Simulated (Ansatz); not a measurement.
An input for Ansatz 0.2.0 (Bi2S3 (Bismuthinite)):

```yaml
crystal:
  lattice:
    - [11.345, 0.0, 0.0]
    - [0.0, 3.994, 0.0]
    - [0.0, 0.0, 11.193]
  atoms:
    - { symbol: Bi, position: [0.4835, 0.25, 0.3257] }
    - { symbol: Bi, position: [0.0165, 0.75, 0.8257] }
    - { symbol: Bi, position: [0.9835, 0.25, 0.1743] }
    - { symbol: Bi, position: [0.5165, 0.75, 0.6743] }
    - { symbol: Bi, position: [0.3407, 0.75, 0.0339] }
    - { symbol: Bi, position: [0.1593, 0.25, 0.5339] }
    - { symbol: Bi, position: [0.8407, 0.75, 0.4661] }
    - { symbol: Bi, position: [0.6593, 0.25, 0.9661] }
    - { symbol: S, position: [0.2835, 0.25, 0.1943] }
    - { symbol: S, position: [0.2165, 0.75, 0.6943] }
    - { symbol: S, position: [0.7835, 0.25, 0.3057] }
    - { symbol: S, position: [0.7165, 0.75, 0.8057] }
    - { symbol: S, position: [0.5495, 0.75, 0.1286] }
    - { symbol: S, position: [0.9505, 0.25, 0.6286] }
    - { symbol: S, position: [0.0495, 0.75, 0.3714] }
    - { symbol: S, position: [0.4505, 0.25, 0.8714] }
    - { symbol: S, position: [0.3767, 0.75, 0.4414] }
    - { symbol: S, position: [0.1233, 0.25, 0.9414] }
    - { symbol: S, position: [0.8767, 0.75, 0.0586] }
    - { symbol: S, position: [0.6233, 0.25, 0.5586] }
kpoints:
  mp_grid: { grid: [2, 4, 2] }
  band_path:
    path:
      - [0.0, 0.0, 0.0]
      - [0.5, 0.0, 0.0]
      - [0.5, 0.5, 0.0]
      - [0.0, 0.5, 0.0]
      - [0.0, 0.0, 0.5]
      - [0.5, 0.0, 0.5]
      - [0.5, 0.5, 0.5]
      - [0.0, 0.5, 0.5]
      - [0.35, 0.0, 0.0]
      - [0.0, 0.0, 0.15]
      - [0.0, 0.0, 0.2]
    npoints: 1
hamiltonian:
  xc: hse06
scf:
  occupations: { method: fixed }
  n_extra_bands: 10
output:
  eigenvalues: true
  write_density: true
  write_potential: true
  elf: true
  volumetric_format: npy
```

The database entry behind the starting cell differs from later determinations by our own check (about 0.4 % long), so it need not match the best structure at ambient conditions.

```sh
ansatz run input.yaml --threads 3 --pin off --max-ram 92160MiB --backend cuda --events-out ev --progress --plain --runs-dir out --devices 1 --max-vram 13GiB
```

Q: Estimate wall time and host memory on 1 × NVIDIA H100 80GB HBM3 (shared by 6 runs) with 3 threads of AMD EPYC 7R13 (Zen 3), shared host.

It took 2.6 min; on shared hardware allow 78 s to 5.2 min. Peak host memory was 2.3 GiB. The sizes that set the cost: 9929 plane waves a state, 12 irreducible k points and 17 SCF cycles.

Exact exchange couples every pair of k points and filled bands, so it costs far more than a semilocal run.

[Paths, hosts, dates, memory and timing lines, banners, echoed tables and standing remarks are left out of the program output.]

[Logs are printed without paths, hosts, clocks, repeated set-up lines and the standing remarks that a program may print on its own settings, such as how far it seeks lower states.]

[Runs of the session that timed out or met a known fault of the program may be left out.]

[Cells called generated may have been cut or substituted from an entry of the Crystallography Open Database or the Materials Project.]

[Hosts, paths, dates, database ids (printed as entryN), source tags and the programs' standing remarks are cut or masked in the printed files.]
